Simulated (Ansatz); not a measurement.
**Grüneisen parameters and expansion of ZnAu (Pm-3m)**

Wanted: mode Grüneisen parameters of ZnAu and a free-energy fit over volumes.

Main program and level: Ansatz 0.2.0; DFT PBE, scalar-relativistic, plane waves, PAW.

## (1) The structure

It takes space group Pm-3m (No. 221, cubic). Conventional cell: a = 3.147 Å, b = 3.147 Å, c = 3.147 Å, α = 90.00°, β = 90.00°, γ = 90.00°. Nearest to Zn lie 8 Au at 2.73 Å. Nearest to Au lie 8 Zn at 2.73 Å. Farther neighbours are not listed.

## (2) Probe on a coarse mesh

Before spending time, one coarse run tells the gap and the pressure of the starting cell.

File input.yaml:

```yaml
crystal:
  lattice:
    - [3.147, 0.0, 0.0]
    - [0.0, 3.147, 0.0]
    - [0.0, 0.0, 3.147]
  atoms:
    - { symbol: Zn, position: [0.5, 0.5, 0.5] }
    - { symbol: Au, position: [0.0, 0.0, 0.0] }
kpoints:
  mp_grid: { grid: [6, 6, 6] }
hamiltonian:
  xc: pbe
scf:
  occupations: { method: gaussian, width: 0.1 }
output:
  forces: true
  stress: true
  eigenvalues: true
```

Started as:

```console
$ ansatz run input.yaml --threads 4 --pin off --max-ram 8192MiB --backend cpu --events-out ev --progress --plain --runs-dir out
```

Numbers of over 12 decimals in the logs are rounded to 6 here.

Log:

```text
Engine: ansatz 0.2.0, aarch64-unknown-linux-gnu
Pseudopotentials: kind: paw
Pseudopotential: Zn, paw, valence charge 12, recommended cutoff 420 eV (normal), Zn.paw.azcp
Pseudopotential: Au, paw, valence charge 19, recommended cutoff 420 eV (normal), Au.paw.azcp
Functional definition: PBE
  parameter kappa = 0.804
  parameter beta = 0.066725
  exchange = pbe_x(kappa = kappa, mu = beta*pi^2/3)
  correlation = pbe_c(beta = beta)
Crystal: 2 atoms, lattice volume = 31.167 Å³
Basis set: ecut = 420 eV, 619 PW (Γ), exchange–correlation on 48×48×48 points (8 copies of the dense FFT grid, shifted against one another)
Bands: 20, of which v1, the nominal top of the filled ones, is band 16 counted from 1 (15 counted from 0)
Symmetry: 48 space group operations
Space group: Pm-3m (ITA 221), of the structure as read, at distance tolerance 3.1e-5 Å
k-points: 20 of 216
Non-local potential: Zn, projectors of the file, l = 0: 2, l = 1: 2, l = 2: 3, l = 3: 1
Non-local potential: Au, projectors of the file, l = 0: 3, l = 1: 2, l = 2: 2, l = 3: 1
PAW form: soft (Blöchl's): semilocal exchange-correlation on the pseudo side does not see the compensation charge
PAW one-centre angular grid: Zn, 590 points (default); XC on 64 Gauss nodes
PAW one-centre angular grid: Au, 590 points (default); XC on 64 Gauss nodes
Initial density: superposition of atomic densities (neutral atoms: chi_scale 0, normalization atom), corrected by the library's trained network
Initial wavefunctions: pseudopotential atomic-orbital guess
Functional: x = pbe(κ = 0.804, μ = 0.219515), c = pbe(β = 0.066725)
SCF iter   1: F=—  HF=-16468.721819 eV  |F-HF|=—  |Δ(HF+E_count)|=         —  Δρ=1.48e-3  dr2=3.59e-4  ethr=1.77e-3  ⟨swp⟩=5.1  Hψ=1670  notcnv=0
preconditioner: auto → none  [insulator: Δε(μ)=0.607 eV  Ē_g=12.692 eV  σ=0.100 eV  W_gap=0.69  n_scr=6 (ndim 8)  ℏωp=31.9 eV  f_vac=0.000  D(μ)=2.06/eV (n_scr^D=26)  ε∞_Penn≈7.3]
SCF iter   2: F=—  HF=-16468.722871 eV  |F-HF|=—  |Δ(HF+E_count)|=   1.05e-3  Δρ=8.29e-4  dr2=9.80e-5  ethr=1.16e-6  ⟨swp⟩=2.1  Hψ=878  notcnv=0
SCF iter   3: F=—  HF=-16468.722888 eV  |F-HF|=—  |Δ(HF+E_count)|=   1.67e-5  Δρ=4.75e-4  dr2=2.53e-5  ethr=3.16e-7  ⟨swp⟩=2.1  Hψ=539  notcnv=0
SCF iter   4: F=—  HF=-16468.722910 eV  |F-HF|=—  |Δ(HF+E_count)|=   2.21e-5  Δρ=2.49e-4  dr2=9.42e-6  ethr=8.16e-8  ⟨swp⟩=2.0  Hψ=601  notcnv=0
SCF iter   5: F=—  HF=-16468.722910 eV  |F-HF|=—  |Δ(HF+E_count)|=   2.69e-7  Δρ=4.33e-5  dr2=2.47e-7  ethr=3.04e-8  ⟨swp⟩=2.0  Hψ=559  notcnv=0
SCF iter   6: F=-16468.722910 eV  HF=-16468.722910 eV  |F-HF|=2.53e-8  |Δ(HF+E_count)|=  2.91e-11  Δρ=1.25e-5  dr2=4.43e-8  ethr=3.23e-10  ⟨swp⟩=5.7  Hψ=1717  notcnv=0
SCF 1 converged in 6 iterations: F = -16468.722910 eV  dr2 = 4.43e-8
  greatest PAW one-centre occupation: 1.000 electrons in one spin orbital (limit 2), on the Au atom at site 1 (counted from 0), in its partial waves of l = 0
SCF converged after 6 iterations
Free energy (F): -16468.722910 eV
Harris-Foulkes:  -16468.722910 eV  (|F-HF|=2.53e-8)
Internal energy: -16468.712604 eV  (E = F + TS)
E sigma→0 (E₀):  -16468.717757 eV
Entropy (-TS):   -0.010306 eV (-5.153 meV/atom)
Fermi energy:    17.185105 eV
--- Per-component energies (eV) ---
  E_band       = -166.519936
  E_kinetic    = 736.501465
  E_local      = -3249.956759  (includes V_loc(G=0)·N_el)
  E_nonlocal   = 685.810636
  E_hartree    = 1373.275046
  E_xc         = -366.280012
  E_vxc        = -328.704710  (∫ρ·V_xc dr)
  E_paw        = -11533.348050  (= ΣΔE_a)
  E_vpaw       = -756.720413  (= ΣTr[D̂ρ^β])
  E_aug_tail   = 0.000992  (compensation charges beyond the density's cutoff)
  E_ewald      = -4114.715922
  E_smearing   = -0.010306  (= −TS)
  E_closure    = -0.000000  (closes the sum)
  Σ components = -16468.722910   (vs F -16468.722910, Δ=0.00e0)
--- Forces (eV/Å), atoms counted from 1 ---
  atom   1  Zn     0.00000000    -0.00000000     0.00000000
  atom   2  Au    -0.00000000     0.00000000     0.00000000
  max |Σ_I F_I| component: 5.13e-30 eV/Å
--- Stress (GPa, compression-positive) ---
        5.007693      -0.000000       0.000000
        0.000000       5.007693      -0.000000
        0.000000       0.000000       5.007693
  P = ⅓ Tr σ = 5.0077 GPa (50.077 kbar)
--- Band table (eV; the first three rows and the last of 20) ---
  k-point 0: bands = [... 12 lower, 13.3171, 13.3171, 13.3171, 22.0496, 22.0496, 22.0496, 25.9296, 29.1440]
  k-point 1: bands = [... 12 lower, 12.9809, 12.9809, 13.2779, 19.3415, 22.9414, 22.9414, 27.1019, 28.6760]
  k-point 2: bands = [... 12 lower, 12.3952, 12.3952, 13.1964, 16.0574, 25.1938, 25.1938, 27.6955, 27.8320]
  k-point 19: bands = [... 12 lower, 13.9461, 13.9461, 18.4693, 20.6455, 20.8178, 20.8178, 20.8178, 22.9587]
```

Run time: 0.42 s. Hardware: 4 threads of Arm Neoverse V1, shared host; peak memory 0.29 GiB.

The column dr2 measures how far the density is from self-consistency, as an energy; F and HF (Harris–Foulkes) agree once it is small.

This step gave:

| Item | Value |
| --- | --- |
| pressure | 5.008 GPa |
| volume per atom | 15.58 Å³ |
| gap on the k-mesh | 0 eV |

The start is under 5.0 GPa at this level and looks like a metal on this mesh.

## (3) Finding the static equilibrium

The vibrations must be taken about the equilibrium of this functional, not about the starting cell, so the structure is relaxed.

input.yaml, the sections that differ from step 2:

```yaml
kpoints:
  mp_grid: { grid: [14, 14, 14] }
output:
  forces: true
  stress: true
  eigenvalues: true
  write_density: true
  write_potential: true
  elf: true
  volumetric_format: npy
relax:
  adjacent_minimum: "off"
  f_tol: 0.005
  max_steps: 80
  cell: { stress_tol: 0.05 }
# crystal, hamiltonian, scf: as in step 2
```

Log:

```text
[...]
Crystal: 2 atoms, lattice volume = 31.167 Å³
Basis set: ecut = 420 eV, 619 PW (Γ), exchange–correlation on 48×48×48 points (8 copies of the dense FFT grid, shifted against one another)
Bands: 20, of which v1, the nominal top of the filled ones, is band 16 counted from 1 (15 counted from 0)
Symmetry: 48 space group operations
[...]
k-points: 120 of 2744
[...]
SCF iter   1: F=—  HF=-16468.762378 eV  |F-HF|=—  |Δ(HF+E_count)|=         —  Δρ=1.83e-3  dr2=9.23e-4  ethr=1.77e-3  ⟨swp⟩=5.1  Hψ=10062  notcnv=0
[...]
SCF iter   6: F=-16468.763337 eV  HF=-16468.763337 eV  |F-HF|=8.03e-9  |Δ(HF+E_count)|=   8.69e-8  Δρ=5.63e-6  dr2=1.32e-8  ethr=3.23e-10  ⟨swp⟩=9.1  Hψ=15307  notcnv=0
SCF 1 converged in 6 iterations: F = -16468.763337 eV  dr2 = 1.32e-8
[...]
relax step   1: F+E_penalty+E_count = -16468.76333719 eV  Δ(F+E_penalty+E_count) = +0.000e0 eV  max|allowed force component| = 1.091e-29 eV/Å  Δτ_max = 0.0000 Å  P = +4.830 GPa  Ω = 31.167 Å³  (6 SCF iters, dr2 threshold 1.00e-7 eV, accepted)
Crystal: 2 atoms, lattice volume = 32.937 Å³
[...]
iter 1 solved again at ethr=8.06e-5 eV; its pass at ethr=3.10e-3 eV (dr2=2.50e-2 eV) is discarded
[...]
SCF iter   6: F=-16468.775949 eV  HF=-16468.775949 eV  |F-HF|=1.83e-8  |Δ(HF+E_count)|=   1.56e-7  Δρ=1.85e-5  dr2=3.14e-8  ethr=6.45e-10  ⟨swp⟩=8.6  Hψ=18113  notcnv=0
SCF 2 converged in 6 iterations: F = -16468.775949 eV  dr2 = 3.14e-8
relax step   2: F+E_penalty+E_count = -16468.77594914 eV  Δ(F+E_penalty+E_count) = -1.261e-2 eV  max|allowed force component| = 6.344e-30 eV/Å  Δτ_max = 0.0000 Å  P = -1.948 GPa  Ω = 32.937 Å³  energy of the carried Pulay correction = -1.082e-3 eV  (6 SCF iters, dr2 threshold 2.00e-7 eV, accepted)
Crystal: 2 atoms, lattice volume = 32.408 Å³
[...]
SCF iter   5: F=-16468.779815 eV  HF=-16468.779815 eV  |F-HF|=1.18e-8  |Δ(HF+E_count)|=   1.69e-6  Δρ=3.33e-5  dr2=1.67e-7  ethr=6.45e-10  ⟨swp⟩=7.6  Hψ=17790  notcnv=0
SCF 3 converged in 5 iterations: F = -16468.779815 eV  dr2 = 1.67e-7
relax step   3: F+E_penalty+E_count = -16468.77981514 eV  Δ(F+E_penalty+E_count) = -3.866e-3 eV  max|allowed force component| = 1.841e-30 eV/Å  Δτ_max = 0.0000 Å  P = -0.169 GPa  Ω = 32.408 Å³  energy of the carried Pulay correction = -7.647e-4 eV  (5 SCF iters, dr2 threshold 2.00e-7 eV, accepted)
[...]
relax step   4: F+E_penalty+E_count = -16468.77986855 eV  Δ(F+E_penalty+E_count) = -5.341e-5 eV  max|allowed force component| = 1.722e-29 eV/Å  Δτ_max = 0.0000 Å  P = -0.003 GPa  Ω = 32.361 Å³  energy of the carried Pulay correction = -7.365e-4 eV  (5 SCF iters, dr2 threshold 7.15e-8 eV, accepted)
[...]
SCF iter   6: F=-16468.780570 eV  HF=-16468.780570 eV  |F-HF|=4.00e-11  |Δ(HF+E_count)|=   5.40e-8  Δρ=3.27e-7  dr2=1.96e-11  ethr=1.00e-12  ⟨swp⟩=4.1  Hψ=12133  notcnv=0
SCF 5 converged in 6 iterations: F = -16468.780570 eV  dr2 = 1.96e-11
relax step   5: F+E_penalty+E_count = -16468.78056951 eV  Δ(F+E_penalty+E_count) = -7.010e-4 eV  max|allowed force component| = 4.733e-30 eV/Å  Δτ_max = 0.0000 Å  P = -0.011 GPa  Ω = 32.361 Å³  stress off target by 1.12e-2 GPa  SCF on the basis re-selected at this cell (its energy is not comparable with the rows above)  (6 SCF iters)
basis re-selected at this cell: Δ(F+E_penalty+E_count) = -7.010e-4 eV, ΔP = -0.008 GPa vs the last step (what re-selecting the basis moved, of the pressure what is left beyond the Pulay correction that the steps carried, after the strain that the cell walked since its last selection, with what the two solves' SCF thresholds leave and, on support functions, any second-order correction that the steps lacked; it is no m [...]
SCF converged after 6 iterations
Free energy (F): -16468.780570 eV
[...]
Internal energy: -16468.776922 eV  (E = F + TS)
E sigma→0 (E₀):  -16468.778746 eV
Entropy (-TS):   -0.003647 eV (-1.824 meV/atom)
Fermi energy:    16.235624 eV
[...]
--- Stress (GPa, compression-positive) ---
       -0.011218       0.000000      -0.000000
        0.000000      -0.011218      -0.000000
       -0.000000      -0.000000      -0.011218
  P = ⅓ Tr σ = -0.0112 GPa (-0.112 kbar)
--- Band table (eV; the first three rows and the last of 120) ---
  k-point 0: bands = [... 12 lower, 12.5728, 12.5728, 12.5728, 21.1737, 21.1737, 21.1737, 24.6397, 28.0639]
  k-point 1: bands = [... 12 lower, 12.5089, 12.5089, 12.5663, 20.4278, 21.3371, 21.3371, 25.1199, 27.9825]
  k-point 2: bands = [... 12 lower, 12.3370, 12.3370, 12.5477, 18.9813, 21.8073, 21.8073, 25.7250, 27.7577]
  k-point 119: bands = [... 12 lower, 13.1772, 13.1772, 17.5336, 19.5983, 19.9561, 19.9561, 19.9561, 21.9545]
--- Relaxed structure (4 steps of the walk, 4 accepted, 1 SCFs on fresh bases) ---
  F+E_penalty+E_count = -16468.78056951 eV   max|allowed force component| = 4.733e-30 eV/Å   (the final SCF, on the basis selected at the relaxed cell)
  cell:  # Å, volume = 32.3610 Å³
    - [3.186697, 0, 0]
    - [0, 3.186697, 0]
    - [0, 0, 3.186697]
  atoms:
    - { symbol: Zn, position: [0.500000, 0.500000, 0.500000] }
    - { symbol: Au, position: [0, 0, 0] }
```

Run time: 6.7 s. Hardware: 4 threads; peak memory 0.4 GiB.

Step by step:

| step | energy less that of the first step (eV) | largest force component (eV/Å) | pressure (GPa) | volume (Å³) |
| --- | --- | --- | --- | --- |
| 1 | 0.0000 | 0.0000 | 4.83 | 31.17 |
| 2 | -0.0126 | 0.0000 | -1.95 | 32.94 |
| 3 | -0.0165 | 0.0000 | -0.17 | 32.41 |
| 4 | -0.0165 | 0.0000 | 0.00 | 32.36 |
| 5* | -0.0172 | 0.0000 | -0.01 | 32.36 |

Relaxation steps marked * repeat the geometry before them on a plane-wave basis chosen anew for their cell, so energy and pressure can jump there.

Forces are held to the 48 operations that the run works with; a distortion that breaks them can't arise in this run.

| conventional cell, symmetrised | before | after | change |
| --- | --- | --- | --- |
| a (Å) | 3.147 | 3.187 | +1.3 % |
| b (Å) | 3.147 | 3.187 | +1.3 % |
| c (Å) | 3.147 | 3.187 | +1.3 % |
| volume (Å³/atom) | 15.58 | 16.18 | +3.8 % |

Final coordinates:

```cif
data_structure
_symmetry_space_group_name_H-M 'P 1'
_symmetry_Int_Tables_number 1
_cell_length_a 3.1867
_cell_length_b 3.1867
_cell_length_c 3.1867
_cell_angle_alpha 90.000
_cell_angle_beta 90.000
_cell_angle_gamma 90.000
_cell_volume 32.36
loop_
_atom_site_label
_atom_site_type_symbol
_atom_site_fract_x
_atom_site_fract_y
_atom_site_fract_z
_atom_site_occupancy
Zn1 Zn 0.50000 0.50000 0.50000 1
Au2 Au 0.00000 0.00000 0.00000 1
```

This step gave:

| Quantity | Value |
| --- | --- |
| pressure | -0.01122 GPa |
| volume per atom | 16.18 Å³ |

Electrostatic potential energy in the ac plane at fractional y = 0.500, with atoms of Zn within 0.2 Å of it. With pseudopotentials it is smooth inside the atoms' cores, unlike the true potential.

Values in eV, 16 rows by 16 columns:
```
 18  18  18  18  18  18  18  17  17  17  18  18  18  18  18  18
 18  18  18  18  17  17  16  16  16  16  16  17  17  18  18  18
 18  18  18  17  16  15  13  11  10  11  13  15  16  17  18  18
 18  18  17  16  14  10   2  -3  -5  -3   2  10  14  16  17  18
 18  18  17  15  10  -1 -10 -15 -16 -15 -10  -1  10  15  17  18
 18  18  16  13   2 -10 -18 -23 -25 -23 -18 -10   2  13  16  18
 18  17  16  11  -3 -15 -23 -30 -30 -30 -23 -15  -3  11  16  17
 18  17  16  10  -5 -16 -25 -30 -30 -30 -25 -16  -5  10  16  17
 18  17  16  11  -3 -15 -23 -30 -30 -30 -23 -15  -3  11  16  17
 18  18  16  13   2 -10 -18 -23 -25 -23 -18 -10   2  13  16  18
 18  18  17  15  10  -1 -10 -15 -16 -15 -10  -1  10  15  17  18
 18  18  17  16  14  10   2  -3  -5  -3   2  10  14  16  17  18
 18  18  18  17  16  15  13  11  10  11  13  15  16  17  18  18
 18  18  18  18  17  17  16  16  16  16  16  17  17  18  18  18
 18  18  18  18  18  18  18  17  17  17  18  18  18  18  18  18
 18  18  18  18  18  18  18  18  18  18  18  18  18  18  18  18
```
Columns run along a (3.2 Å; values clipped at the 3rd and 97th percentile), rows up along c (3.2 Å). Atoms in or near the plane, at fractional coordinates: Zn at (0.50, 0.50).

ELF in the ac plane at fractional y = 0.500, with atoms of Zn within 0.2 Å of it. It is the smooth field of the valence electrons, not physical close to the nuclei.

Ten even steps from '_' (0.00) to '@' (0.23):
```
%%%%%%@@@@@@@@%%%%%%@@@@@@@@%%%%
%%%%@@@@@@@@%%######%%@@@@@@@@%%
@@@@@@@@@@##############@@@@@@@@
@@@@@@@@##################@@@@@@
@@@@@@######++------++######@@@@
@@@@%%####++::______::++####%%@@
%%%%######--__________--######%%
%%%%######--__________--######%%
%%%%######--__________--######%%
@@@@%%####++::______::++####%%@@
@@@@@@######++------++######@@@@
@@@@@@@@##################@@@@@@
@@@@@@@@@@##############@@@@@@@@
%%%%@@@@@@@@%%######%%@@@@@@@@%%
%%%%%%@@@@@@@@%%%%%%@@@@@@@@%%%%
%%%%%%@@@@@@@@%%%%%%@@@@@@@@%%%%
```
Columns run along a (3.2 Å), rows up along c (3.2 Å). Atoms in or near the plane, at fractional coordinates: Zn at (0.50, 0.50).

Valence density in the ac plane at fractional y = 0.500, with atoms of Zn within 0.2 Å of it. It is the smooth field of the valence electrons, not physical close to the nuclei.

Ten steps, logarithmic in the rise over the least value, from '_' (0 e/Å³) to '@' (46 e/Å³):
```
________________________________
________________________________
________________________________
____________..........__________
__________..::------::..________
________..::==++**++==::..______
________..--++%%@@%%++--..______
________..--**@@@@@@**--..______
________..--++%%@@%%++--..______
________..::==++**++==::..______
__________..::------::..________
____________..........__________
________________________________
________________________________
________________________________
________________________________
```
Columns run along a (3.2 Å), rows up along c (3.2 Å). Atoms in or near the plane, at fractional coordinates: Zn at (0.50, 0.50).

The relaxation ends with a pressure of -0.01 GPa.

[end of part 1 of 4]

[Logs are printed without paths, hosts, clocks, repeated set-up lines and the standing remarks that a program may print on its own settings, such as how far it seeks lower states.]

[Hosts, paths, dates, database ids (printed as entryN), source tags and the programs' standing remarks are cut or masked in the printed files.]

[A step with changed settings may run another functional than the one named; its input shows which.]


